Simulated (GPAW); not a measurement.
# Ti K ELNES/XANES of TiPd (Pm-3m) from DFT, part 2 of 3

How does the Ti K edge of TiPd (Pm-3m) move when the bonds are compressed or stretched?

GPAW 26.7.0; X-ray absorption from dipole matrix elements to empty bands, plane-wave PAW LDA.

So far. Step 2 (The field without a hole): The mesh shows no gap, so the system is treated as a metal and the core electron is put at the Fermi level (neutral cell).

### 4. Spectrum with XCH, Ti atom 2

The holes are 5.5 Å apart. In GPAW the data set carries the hole's charge, so charge=0 means a charged cell and charge=-1 a neutral one. The excited electron is kept in the cell, where it fills the lowest empty states and screens the hole. After the field has converged, empty bands are computed with the density fixed and the dipole matrix elements are summed.

The absorber has 8 Pd at 2.75 Å and 6 Ti at 3.18 Å (cube and octahedron, as in bcc, site symmetry m-3m).

Contents of xas.py:

```python
import numpy as np
from ase import Atoms
from ase.parallel import parprint, paropen
from gpaw import GPAW, PW, FermiDirac, Mixer, MixerDif, setup_paths
from gpaw.test import gen
setup_paths.insert(0, '.')
gen('Ti', name='fch1s', xcname='LDA', corehole=(1, 0, 1), write_xml=True)
from gpaw.mpi import world
world.barrier()

atoms = Atoms('Pd4Ti4',
    cell=[[3.18, 3.18, 3.18],
     [-3.18, 3.18, -3.18],
     [-3.18, -3.18, 3.18]],
    scaled_positions=[[0, 0, 0],
     [0, 0.5, 0.5],
     [0.5, 0, 0.5],
     [0.5, 0.5, 0],
     [0.5, 0, 0],
     [0.5, 0.5, 0.5],
     [0, 0, 0.5],
     [0, 0.5, 0]],
    pbc=True)
atoms.calc = calc = GPAW(legacy_gpaw=True, mode=PW(430), xc='LDA', setups={4: 'fch1s'},
    kpts={'size': (6, 6, 6), 'gamma': True}, occupations=FermiDirac(0.1),
    charge=-1, mixer=Mixer(0.1, 5, 50), maxiter=150,
    convergence={'density': 0.0001}, txt='scf.txt')
energy = atoms.get_potential_energy() + calc.get_reference_energy()
ef = calc.get_fermi_level()
out = dict(energy=energy, fermi=ef, forces=atoms.get_forces().tolist())
parprint(f'all-electron energy {energy:.4f} eV, Fermi level {ef:.4f} eV')
ev = np.array([[calc.get_eigenvalues(k, s) for k in range(len(calc.get_ibz_k_points()))] for s in range(calc.get_number_of_spins())])
out['homo'], out['lumo'], out['counts'] = ev[ev < ef].max(), ev[ev > ef].min(), sorted(set((ev < ef).sum((0, 2)).tolist()))
out['filled'] = (ev[:, 0] < ef).sum(1).tolist()

from ase.units import Ha
from gpaw.xas import dipole_matrix_elements
nb = int(calc.get_number_of_electrons() / 2) + 120
top, nb = nb, nb + 8 + nb // 12
nscf = calc.fixed_density(kpts={'size': (6, 6, 6), 'gamma': True}, nbands=nb,
    convergence={'bands': top, 'eigenstates': 1e-5}, maxiter=60, txt='nscf.txt')
cell = atoms.cell.array
ops = [cell.T @ U.T @ np.linalg.inv(cell.T) for U in nscf.wfs.kd.symmetry.op_scc]
E = np.arange(-6, 34, 0.1)
fwhm = np.interp(E, [4, 25], [0.94, 3.5])
Y, X, zero, highest = 0, 0, 1e9, 1e9
for spin in range(nscf.get_number_of_spins()):
    wfs = nscf.wfs
    A = dipole_matrix_elements(wfs.setups[4])
    eps = np.zeros((wfs.kd.nibzkpts, nb))
    d = np.zeros((3, A.shape[1], wfs.kd.nibzkpts, nb), complex)
    for kpt in wfs.kpt_u:
        if kpt.s == spin and 4 in kpt.P_ani:
            eps[kpt.k] = kpt.eps_n * Ha
            d[:, :, kpt.k] = (kpt.weight * wfs.nspins / 2) ** 0.5 * np.inner(A, kpt.P_ani[4])
    world.sum(eps)
    world.sum(d)
    T = np.einsum('amkn,bmkn->abkn', d, d.conj()).real
    T = sum(np.einsum('ai,ijkn,bj->abkn', R, T, R) for R in ops) / len(ops)
    empty = eps > ef
    zero, highest = min(zero, eps[empty].min()), min(highest, eps[:, top - 1].min())
    lines = [(eps, T, empty)] if spin == 0 else lines + [(eps, T, empty)]
for eps, T, empty in lines:
    f = np.einsum('aakn->akn', T).reshape(3, -1)
    x = eps.ravel() - zero
    w = np.interp(x, E, fwhm) / 2.35482
    g = np.exp(-0.5 * ((E[:, None] - x) / w) ** 2) / (w * (2 * np.pi) ** 0.5)
    Y = Y + (f * empty.ravel()) @ g.T
    X = X + (f * ~empty.ravel()) @ g.T
out.update(E=E.round(2).tolist(), xas=Y.tolist(), xes=X.tolist(), zero=zero, valid=highest - zero, nk=len(eps), nb=nb)
for i in range(0, len(E), 10):
    parprint(f'{E[i]:7.2f}', *(f'{v:10.3e}' for v in Y[:, i]))
import json
with paropen('out.json', 'w') as f:
    json.dump(out, f)
```

Started as:

```
$ OMP_NUM_THREADS=1 mpirun -n 2 gpaw python xas.py
```

Numbers of over 12 decimals in the logs are rounded to 6 here.

Output:

```text
Input parameters:
  charge: -1
  convergence: {density: 0.0001}
  kpts: {gamma: True,
         size: (6, 6, 6)}
  maxiter: 150
  mixer: {backend: pulay,
          beta: 0.1,
          method: separate,
          nmaxold: 5,
          weight: 50}
  mode: {ecut: 430.0,
         name: pw}
  occupations: {fixmagmom: False,
                name: fermi-dirac,
                width: 0.1}
  setups: {4: fch1s}

Initialize ...

[... PAW data sets ...]

Reference energy: -636105.769285  # eV

Spin-paired calculation

[... convergence settings ...]
Symmetries present (total): 12
  [... symmetry matrices ...]

216 k-points: 6 x 6 x 6 Monkhorst-Pack grid + [1/12,1/12,1/12]
32 k-points in the irreducible part of the Brillouin zone
       k-points in crystal coordinates                weights
   0:     0.00000000    0.00000000    0.00000000          1/216
   1:     0.00000000    0.16666667    0.00000000          6/216
   2:     0.00000000    0.33333333   -0.16666667          6/216
   3:     0.00000000    0.33333333    0.00000000          6/216
   4:     0.00000000    0.33333333    0.33333333          2/216
   5:     0.00000000    0.50000000    0.33333333         12/216
   6:     0.00000000    0.50000000    0.50000000          3/216
   7:     0.16666667    0.00000000    0.00000000          6/216
   8:     0.16666667    0.16666667   -0.16666667          6/216
   9:     0.16666667    0.16666667    0.00000000         12/216
          ...
  31:     0.50000000    0.50000000    0.50000000          1/216

Wave functions: Plane wave expansion
  Cutoff energy: 430.000 eV
  Number of coefficients (min, max): 2587, 2624
  Pulay-stress correction: 0.000000 eV/Ang^3 (de/decut=0.000000)
  Using FFTW library
  Wavefunction extrapolation:
    Improved wavefunction reuse through dual PAW basis

Occupation numbers: Fermi-Dirac:
  width: 0.1000  # eV

Eigensolver
   Davidson(niter=2)

Densities:
  Coarse grid: 27*27*27 grid
  Fine grid: 54*54*54 grid
  Total Charge: 0.000000

Density mixing:
  Method: separate
  Backend: pulay
  Linear mixing parameter: 0.1
  old densities: 5
  Width of damping distribution: 1.1
  Damping of long wavelength oscillations: 50

[... Hamiltonian set-up ...]
Number of atoms: 8
Number of atomic orbitals: 100
Number of bands in calculation: 72
Number of valence electrons: 113
Bands to converge: occupied

... initialized

Initializing position-dependent things.

Density initialized from atomic densities
Creating initial wave functions:
  72 bands from LCAO basis set

                Pd

             Ti      Ti
           Ti     Pd
        Pd      Pd

             Ti

Atomic positions and initial magnetic moments

Positions:
   0 Pd     0.000000    0.000000    0.000000    ( 0.0000,  0.0000,  0.0000)
   1 Pd    -3.180000    0.000000    0.000000    ( 0.0000,  0.0000,  0.0000)
   2 Pd     0.000000    0.000000    3.180000    ( 0.0000,  0.0000,  0.0000)
   3 Pd     0.000000    3.180000    0.000000    ( 0.0000,  0.0000,  0.0000)
   4 Ti     1.590000    1.590000    1.590000    ( 0.0000,  0.0000,  0.0000)
   5 Ti    -1.590000    1.590000    1.590000    ( 0.0000,  0.0000,  0.0000)
   6 Ti    -1.590000   -1.590000    1.590000    ( 0.0000,  0.0000,  0.0000)
   7 Ti    -1.590000    1.590000   -1.590000    ( 0.0000,  0.0000,  0.0000)

Unit cell:
           periodic     x           y           z      points  spacing
  1. axis:    yes    3.180000    3.180000    3.180000    27     0.1666
  2. axis:    yes   -3.180000    3.180000   -3.180000    27     0.1666
  3. axis:    yes   -3.180000   -3.180000    3.180000    27     0.1666

  Lengths:   5.507922   5.507922   5.507922
  Angles:  109.471221 109.471221 109.471221

Effective grid spacing dv^(1/3) = 0.1870

iter:   1  -126.538090
iter:   2   -74.104448   +0.13  -0.97
iter:   3   -69.568970   -0.50  -1.27
iter:   4   -67.677784   -0.94  -1.33
iter:   5   -67.905614   -0.79  -1.56
iter:   6   -67.130349   -1.58  -1.49
iter:   7   -66.604202   -1.82  -1.71
iter:   8   -66.511880   -2.01  -1.90
iter:   9   -66.275022   -1.65  -1.85
iter:  10   -66.256187   -2.84  -2.49
iter:  11   -66.257092c  -3.34  -3.04
iter:  12   -66.257641c  -3.87  -3.07
iter:  13   -66.257592c  -4.29  -3.07
iter:  14   -66.257719c  -4.83  -3.21
iter:  15   -66.257310c  -4.78  -3.27
iter:  16   -66.257264c  -5.28  -3.99
iter:  17   -66.257298c  -5.62  -3.87
iter:  18   -66.257253c  -5.99  -4.38c
iter:  19   -66.257235c  -6.29  -4.01c
iter:  20   -66.257216c  -6.57  -4.35c
iter:  21   -66.257223c  -7.19  -4.60c
iter:  22   -66.257231c  -7.32  -4.64c
iter:  23   -66.257222c  -7.48c -4.78c

Converged after 23 iterations.

Dipole moment: (0.000000, -0.000000, -0.000000) |e|*Ang

Energy contributions relative to reference atoms: (reference = -636105.769285)

Kinetic:         -4.882987
Potential:      -20.237220
External:        +0.000000
XC:             -40.077166
Entropy (-ST):   -0.478468
Local:           -0.820616
SIC:             +0.000000
--------------------------
Free energy:    -66.496456
Extrapolated:   -66.257222

Showing only first 2 kpts
 Kpt  Band  Eigenvalues  Occupancy
  0    54      9.59351    0.00917
  0    55      9.59351    0.00917
  0    56      9.59351    0.00917
  0    57      9.61598    0.00733

  1    54      9.19461    0.39821
  1    55      9.31310    0.14130
  1    56      9.34808    0.10171
[...]
Fermi level: 9.05542

No gap
No difference between direct/indirect transitions

Forces in eV/Ang:
  0 Pd   -0.00000    0.00000   -0.00000
  1 Pd    0.00000    0.00000    0.00000
  2 Pd    0.00000    0.00000   -0.00000
  3 Pd   -0.00000   -0.00000    0.00000
  4 Ti   -0.00000   -0.00000   -0.00000
  5 Ti    0.00000    0.00000    0.00000
  6 Ti   -0.00000   -0.00000    0.00000
  7 Ti   -0.00000   -0.00000   -0.00000
Scalar-relativistic atomic LDA calculation for Ti (Titanium, Z=22)
Core hole in 1s state (1s occupation: 1.0)
600 radial gridpoints.
|------------------------------------------------|
|------------------------------------------------|
[... the atom generator's iteration count ...]

Energy contributions:
-------------------------
Kinetic:     +672.671614
XC:           -34.028348
Potential:  -1307.172598
-------------------------
Total:       -668.529332

state      eigenvalue         ekin         rmax
-----------------------------------------------
1s^1.0 :  -187.828620   240.500426        0.045
2s^2.0 :   -22.002726    43.832967        0.262
2p^6.0 :   -18.989232    43.629197        0.209
3s^2.0 :    -2.983269     9.467322        0.829
3p^6.0 :    -2.108060     8.391345        0.840
3d^2.0 :    -0.666650     5.344221        0.850
4s^2.0 :    -0.460559     1.379460        2.509
4p^0.0 :    -0.300118     0.992184        2.957
-----------------------------------------------
(units: Bohr and Hartree)

Generating PAW setup
Kinetic energy of the core from tauc = 593.006444694578
Cutoffs:
rc(s)=2.400
rc(p)=2.000
rc(d)=2.000
rc(vbar)=1.800
rc(comp)=2.300
rc(nct)=2.400

Kinetic energy of the core states: 589.941539
Charge: 1.0
Core electrons: 9.0
Valence electrons: 12.0
Pseudo-core charge: 0.000000
Shape function alpha=1.890
Pseudo-electron charge 5.350237
state    eigenvalue         norm
--------------------------------
3s(2) :    -2.983269     0.223229
4s(2) :    -0.460559     1.020774
3p(6) :    -2.108060     0.336604
4p(0) :    -0.300118     0.967107
3d(2) :    -0.666650     0.421304
*d    :     0.333350
--------------------------------

Diagonalizing with gridspacing h=0.050

state   all-electron     PAW
-------------------------------
3s:      -2.983269    -2.983558
3p:      -2.108060    -2.108705
3d:      -0.666650    -0.667242
*f:                   -0.026873
-------------------------------
all-electron energy -636172.0265 eV, Fermi level 9.0554 eV
[...]
31.00  4.354e-07  4.354e-07  4.354e-07
  32.00  4.388e-07  4.388e-07  4.388e-07
  33.00  4.439e-07  4.439e-07  4.439e-07
```

Run time: 5.7 min. Hardware: 2 MPI ranks of Arm Neoverse V2, shared host; peak memory 0.53 GiB.

The Ti K spectrum, Ti atom 2, excited-electron core hole (neutral cell) (energy from the lowest empty level; intensity scaled to a mean of 1 over the first 20 eV):

| E (eV) | intensity |
| --- | --- |
| -2.0 | 0.00 |
| -1.5 | 0.00 |
| -1.0 | 0.00 |
| -0.5 | 0.08 |
| 0.0 | 0.46 |
| 0.5 | 0.78 |
| 1.0 | 0.48 |
| 1.5 | 0.22 |
| 2.0 | 0.21 |
| 2.5 | 0.30 |
| 3.0 | 0.55 |
| 3.5 | 0.71 |
| 4.0 | 0.75 |
| 4.5 | 0.83 |
| 5.0 | 0.72 |
| 5.5 | 0.57 |
| 6.0 | 0.53 |
| 6.5 | 0.48 |
| 7.0 | 0.51 |
| 7.5 | 0.72 |
| 8.0 | 0.98 |
| 8.5 | 1.15 |
| 9.0 | 1.18 |
| 9.5 | 1.16 |
| 10.0 | 1.17 |
| 10.5 | 1.23 |
| 11.0 | 1.30 |
| 11.5 | 1.34 |
| 12.0 | 1.34 |
| 12.5 | 1.33 |
| 13.0 | 1.34 |
| 13.5 | 1.36 |
| 14.0 | 1.36 |
| 14.5 | 1.37 |
| 15.0 | 1.42 |
| 15.5 | 1.53 |
| 16.0 | 1.63 |
| 16.5 | 1.65 |
| 17.0 | 1.57 |
| 17.5 | 1.42 |
| 18.0 | 1.24 |
| 18.5 | 1.07 |
| 19.0 | 0.93 |
| 19.5 | 0.84 |
| 20.0 | 0.79 |
| 20.5 | 0.78 |
| 21.0 | 0.79 |
| 21.5 | 0.82 |
| 22.0 | 0.86 |
| 22.5 | 0.90 |
| 23.0 | 0.95 |
| 23.5 | 0.98 |
| 24.0 | 0.99 |
| 24.5 | 0.97 |
| 25.0 | 0.94 |
| 25.5 | 0.89 |
| 26.0 | 0.83 |
| 26.5 | 0.78 |
| 27.0 | 0.74 |
| 27.5 | 0.72 |
| 28.0 | 0.73 |
| 28.5 | 0.75 |
| 29.0 | 0.79 |
| 29.5 | 0.83 |
| 30.0 | 0.87 |
| 30.5 | 0.89 |
| 31.0 | 0.91 |
| 31.5 | 0.91 |
| 32.0 | 0.91 |

Main maxima below 30 eV (height): 0.5 eV (0.78), 4.5 eV (0.83), 8.9 eV (1.18), 16.4 eV (1.66) and 24.0 eV (0.99). A K edge sees empty p states. The weak features of the first eV are p character mixed into the empty d bands; the main 4p edge lies above them.

The total-energy difference is 4970.22 eV. One term is added: -22.68 eV, since the hole is spin-paired here and a spin-polarised one costs that much less in the free atom (computed apart). The photon energy is then 4947.54 eV. The tabulated edge of the element is 4966 eV. The functional leaves an error in such absolute values: in the free atom LDA prices this hole 13.2 eV below PBE (computed apart), and PBE is itself good to a few eV.

### 5. Reference energy of the supercell

The cell changes for the next run, so it gets a reference energy of its own.

The cell differs from the one that the last finished run ended in (a 5.508 → 5.395 Å, b 5.508 → 5.395 Å, c 5.508 → 5.395 Å).

Contents of scf.py:

```python
import numpy as np
from ase import Atoms
from ase.parallel import parprint, paropen
from gpaw import GPAW, PW, FermiDirac, Mixer, MixerDif, setup_paths
from gpaw.test import gen
setup_paths.insert(0, '.')
gen('Ti', name='nch1s', xcname='LDA', corehole=(1, 0, 0), write_xml=True)
from gpaw.mpi import world
world.barrier()

atoms = Atoms('Pd4Ti4',
    cell=[[3.11508383, 3.11508383, 3.11508383],
     [-3.11508383, 3.11508383, -3.11508383],
     [-3.11508383, -3.11508383, 3.11508383]],
    scaled_positions=[[0, 0, 0],
     [0, 0.5, 0.5],
     [0.5, 0, 0.5],
     [0.5, 0.5, 0],
     [0.5, 0, 0],
     [0.5, 0.5, 0.5],
     [0, 0, 0.5],
     [0, 0.5, 0]],
    pbc=True)
atoms.calc = calc = GPAW(legacy_gpaw=True, mode=PW(430), xc='LDA', setups={4: 'nch1s'},
    kpts={'size': (6, 6, 6), 'gamma': True}, occupations=FermiDirac(0.1),
    charge=0, mixer=Mixer(0.1, 5, 50), maxiter=150,
    convergence={'density': 0.0001}, txt='scf.txt')
energy = atoms.get_potential_energy() + calc.get_reference_energy()
ef = calc.get_fermi_level()
out = dict(energy=energy, fermi=ef, forces=atoms.get_forces().tolist())
parprint(f'all-electron energy {energy:.4f} eV, Fermi level {ef:.4f} eV')
ev = np.array([[calc.get_eigenvalues(k, s) for k in range(len(calc.get_ibz_k_points()))] for s in range(calc.get_number_of_spins())])
out['homo'], out['lumo'], out['counts'] = ev[ev < ef].max(), ev[ev > ef].min(), sorted(set((ev < ef).sum((0, 2)).tolist()))
out['filled'] = (ev[:, 0] < ef).sum(1).tolist()
import json
with paropen('out.json', 'w') as f:
    json.dump(out, f)
```

Started as:

```
$ OMP_NUM_THREADS=1 mpirun -n 2 gpaw python scf.py
```

Output:

```text
Input parameters:
  convergence: {density: 0.0001}
  kpts: {gamma: True,
         size: (6, 6, 6)}
  maxiter: 150
  mixer: {backend: pulay,
          beta: 0.1,
          method: separate,
          nmaxold: 5,
          weight: 50}
  mode: {ecut: 430.0,
         name: pw}
  occupations: {fixmagmom: False,
                name: fermi-dirac,
                width: 0.1}
  setups: {4: nch1s}

Initialize ...

[...]
4s(2) :    -0.168799     0.990650
3p(6) :    -1.425558     0.436626
4p(0) :    -0.056429     0.981035
3d(2) :    -0.164024     0.588737
*d    :     0.835976
--------------------------------

Diagonalizing with gridspacing h=0.050

state   all-electron     PAW
-------------------------------
3s:      -2.287902    -2.288205
3p:      -1.425558    -1.426242
3d:      -0.164024    -0.164519
*f:                    0.065395
-------------------------------
all-electron energy -641142.5777 eV, Fermi level 10.1435 eV
[key lines of the parts left out:]
Converged after 23 iterations.
Dipole moment: (0.000000, 0.000000, 0.000000) |e|*Ang
Free energy:    -54.654788
Fermi level: 10.14349
```

It took 2 min on 2 MPI ranks; peak memory 0.31 GiB; 4.1 min of CPU time.

Reference energy: -641142.578 eV with the cores included.

### 6. Spectrum with XCH, Ti atom 2

Shorter bonds are expected to push antibonding states and scattering resonances up, and longer ones down; the cell is scaled to test that.

Changed against the first core-hole run: volume scale from 1 to 0.94.

xas.py, as its differences from that of step 4:

```diff
@@ -11,5 +11,5 @@
 atoms = Atoms('Pd4Ti4',
-    cell=[[3.18, 3.18, 3.18],
-     [-3.18, 3.18, -3.18],
-     [-3.18, -3.18, 3.18]],
+    cell=[[3.11508383, 3.11508383, 3.11508383],
+     [-3.11508383, 3.11508383, -3.11508383],
+     [-3.11508383, -3.11508383, 3.11508383]],
     scaled_positions=[[0, 0, 0],
@@ -37,3 +37,3 @@
 from gpaw.xas import dipole_matrix_elements
-nb = int(calc.get_number_of_electrons() / 2) + 120
+nb = int(calc.get_number_of_electrons() / 2) + 115
 top, nb = nb, nb + 8 + nb // 12
```

Started as:

```
$ OMP_NUM_THREADS=1 mpirun -n 2 gpaw python xas.py
```

Output:

```text
Input parameters:
  charge: -1
  convergence: {density: 0.0001}
  kpts: {gamma: True,
         size: (6, 6, 6)}
  maxiter: 150
  mixer: {backend: pulay,
          beta: 0.1,
          method: separate,
          nmaxold: 5,
          weight: 50}
  mode: {ecut: 430.0,
         name: pw}
  occupations: {fixmagmom: False,
                name: fermi-dirac,
                width: 0.1}
  setups: {4: fch1s}

Initialize ...

[...]
*d    :     0.333350
--------------------------------

Diagonalizing with gridspacing h=0.050

state   all-electron     PAW
-------------------------------
3s:      -2.983269    -2.983558
3p:      -2.108060    -2.108705
3d:      -0.666650    -0.667242
*f:                   -0.026873
-------------------------------
all-electron energy -636172.5043 eV, Fermi level 9.9336 eV
[...]
32.00  4.130e-07  4.130e-07  4.130e-07
  33.00  4.155e-07  4.155e-07  4.155e-07
[key lines of the parts left out:]
Converged after 29 iterations.
Dipole moment: (0.000000, 0.000000, 0.000000) |e|*Ang
Free energy:    -66.958597
Fermi level: 9.93356
```

It took 5.6 min on 2 MPI ranks; peak memory 0.51 GiB.

| E (eV) | first run | this run |
| --- | --- | --- |
| -2.0 | 0.00 | 0.00 |
| -1.0 | 0.00 | 0.00 |
| 0.0 | 0.46 | 0.47 |
| 1.0 | 0.48 | 0.57 |
| 2.0 | 0.21 | 0.21 |
| 3.0 | 0.55 | 0.42 |
| 4.0 | 0.75 | 0.75 |
| 5.0 | 0.72 | 0.85 |
| 6.0 | 0.53 | 0.57 |
| 7.0 | 0.51 | 0.48 |
| 8.0 | 0.98 | 0.73 |
| 9.0 | 1.18 | 1.15 |
| 10.0 | 1.17 | 1.17 |
| 11.0 | 1.30 | 1.23 |
| 12.0 | 1.34 | 1.35 |
| 13.0 | 1.34 | 1.36 |
| 14.0 | 1.36 | 1.35 |
| 15.0 | 1.42 | 1.32 |
| 16.0 | 1.63 | 1.43 |
| 17.0 | 1.57 | 1.61 |
| 18.0 | 1.24 | 1.48 |
| 19.0 | 0.93 | 1.14 |
| 20.0 | 0.79 | 0.87 |
| 21.0 | 0.79 | 0.77 |
| 22.0 | 0.86 | 0.79 |
| 23.0 | 0.95 | 0.85 |
| 24.0 | 0.99 | 0.93 |
| 25.0 | 0.94 | 0.97 |
| 26.0 | 0.83 | 0.94 |
| 27.0 | 0.74 | 0.84 |
| 28.0 | 0.73 | 0.74 |
| 29.0 | 0.79 | 0.70 |
| 30.0 | 0.87 | 0.74 |
| 31.0 | 0.91 | 0.82 |
| 32.0 | 0.91 | 0.86 |

Against the first run the r.m.s. difference is 10 %. The highest intensity below 24 eV goes from 16.4 eV (1.66) to 17.1 eV (1.62).

The photon energy of the zero moves by -0.14 eV.

### 7. Reference energy of the supercell

The cell changes for the next run, so it gets a reference energy of its own.

The cell differs from the one that the last finished run ended in (a 5.395 → 5.452 Å, b 5.395 → 5.452 Å, c 5.395 → 5.452 Å).

scf.py, as its differences from that of step 5:

```diff
@@ -11,5 +11,5 @@
 atoms = Atoms('Pd4Ti4',
-    cell=[[3.11508383, 3.11508383, 3.11508383],
-     [-3.11508383, 3.11508383, -3.11508383],
-     [-3.11508383, -3.11508383, 3.11508383]],
+    cell=[[3.14787659, 3.14787659, 3.14787659],
+     [-3.14787659, 3.14787659, -3.14787659],
+     [-3.14787659, -3.14787659, 3.14787659]],
     scaled_positions=[[0, 0, 0],
```

Started as:

```
$ OMP_NUM_THREADS=1 mpirun -n 2 gpaw python scf.py
```

Output:

```text
Input parameters:
  convergence: {density: 0.0001}
  kpts: {gamma: True,
         size: (6, 6, 6)}
  maxiter: 150
  mixer: {backend: pulay,
          beta: 0.1,
          method: separate,
          nmaxold: 5,
          weight: 50}
  mode: {ecut: 430.0,
         name: pw}
  occupations: {fixmagmom: False,
                name: fermi-dirac,
                width: 0.1}
  setups: {4: nch1s}

Initialize ...

[...]
4s(2) :    -0.168799     0.990650
3p(6) :    -1.425558     0.436626
4p(0) :    -0.056429     0.981035
3d(2) :    -0.164024     0.588737
*d    :     0.835976
--------------------------------

Diagonalizing with gridspacing h=0.050

state   all-electron     PAW
-------------------------------
3s:      -2.287902    -2.288205
3p:      -1.425558    -1.426242
3d:      -0.164024    -0.164519
*f:                    0.065395
-------------------------------
all-electron energy -641142.4680 eV, Fermi level 9.6881 eV
[key lines of the parts left out:]
Converged after 21 iterations.
Dipole moment: (0.000000, 0.000000, 0.000000) |e|*Ang
Free energy:    -54.552272
Fermi level: 9.68807
```

Run time: 2 min. Hardware: 2 MPI ranks; peak memory 0.31 GiB; 4 min of CPU time.

Reference energy: -641142.468 eV with the cores included.

(Part 2 of 3 ends here.)

[Banner, clock and machine lines of the logs are left out without a mark of their own.]

[Logs are printed without paths, hosts, clocks, repeated set-up lines and the standing remarks that a program may print on its own settings, such as how far it seeks lower states.]

[Hosts, paths, dates, database ids (printed as entryN), source tags and the programs' standing remarks are cut or masked in the printed files.]

[Lists of maxima count a maximum above −3 eV only where it reaches 4 % of the highest in the window and stands out from its surroundings by 2 % of it (1.5 % where it reaches 55 %); shoulders and weaker maxima are passed over, and of the rest the first, up to two pre-edge ones and the few strongest are named.]
